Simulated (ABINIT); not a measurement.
Computed results, one entry a study.

```cif
data_gaas
_symmetry_space_group_name_H-M 'F-43m'
_symmetry_Int_Tables_number 216
_cell_length_a 5.6537
_cell_length_b 5.6537
_cell_length_c 5.6537
_cell_angle_alpha 90.000
_cell_angle_beta 90.000
_cell_angle_gamma 90.000
_cell_volume 180.72
loop_
_atom_site_label
_atom_site_type_symbol
_atom_site_symmetry_multiplicity
_atom_site_Wyckoff_symbol
_atom_site_fract_x
_atom_site_fract_y
_atom_site_fract_z
_atom_site_occupancy
Ga1 Ga 4 a 0.00000 0.00000 0.00000 1
As1 As 4 d 0.25000 0.25000 0.75000 1
_calc_subject 'Quasiparticle gap of GaAs (F-43m) in ABINIT'
_calc_method 'RPA screening on PBE with spin-orbit coupling, plane waves, norm-conserving pseudopotentials (and 2 further levels or steps)'
_calc_program 'ABINIT 10.8.3'
_calc_settings 'cutoff 45 Ha, PseudoDojo fully relativistic 0.4 stringent, norm-conserving, ngkpt (4, 4, 4), nband 124, ecuteps 4.4 Ha, shiftk (0, 0, 0), symchi 1, awtr 1, frequency ppm, 4×4×4 k-mesh'
_calc_cost '5 runs, 4.5 min in all on 8 MPI ranks of Arm Neoverse V2, shared host'
_calc_notes 'The program’s warnings: Neglecting <n,k|[Vnl,iqr]|m,k>. The cell and positions come from the Crystallography Open Database and are kept as given unless a step says otherwise. Limits: screening runs away on this mesh; screening head approximate. The 4×4×4 mesh is coarse for this cell, which bears on the long-range parts of exchange and screening. On this mesh the RPA ε∞ passes 90, more than nearly any semiconductor shows; a coarse mesh does this where one point with a narrow direct gap carries much weight. The screening is then too strong, and the G0W0 gap should not be taken as the material’s.'
_calc_pbe_gap '0.40 eV, direct'
_calc_g0w0_gap_on_the_mesh '1.08 eV'
_calc_gw_settings '4×4×4 mesh, 124 bands, screening to 119.7 eV, Godby-Needs plasmon pole'
_calc_known_limits 'short of the basis limit; screening runs away on this mesh; screening head approximate; coarse k mesh'
```

[Long decimals in the printed logs are rounded to 6 places.]

[Logs are printed without paths, hosts, clocks, repeated set-up lines and the standing remarks that a program may print on its own settings, such as how far it seeks lower states.]

[Paths, hosts, dates, memory and timing lines, banners, echoed tables and standing remarks are left out of the program output; an Ansatz launch command may be rebuilt from the run's recorded settings. Measured values are a selection of at most five: reports struck by readers or far from the other reports are left out. None is set beside runs whose start may be inverted or whose files or cutoffs have a known fault.]

[Runs of the session that timed out or met a known fault of the program may be left out.]

[Hosts, paths, dates, database ids (printed as entryN), source tags and the programs' standing remarks are cut or masked in the printed files.]

[G0W0 gaps are taken among the corrected bands and points alone; a level outside them can change the order at an edge.]

[Where Ansatz stands beside ABINIT at settings called matched, ABINIT's density can come from a denser mesh and the files from another edition; pairs whose starting gaps differed by over 0.03 eV were left out, so agreement reads better than it is.]
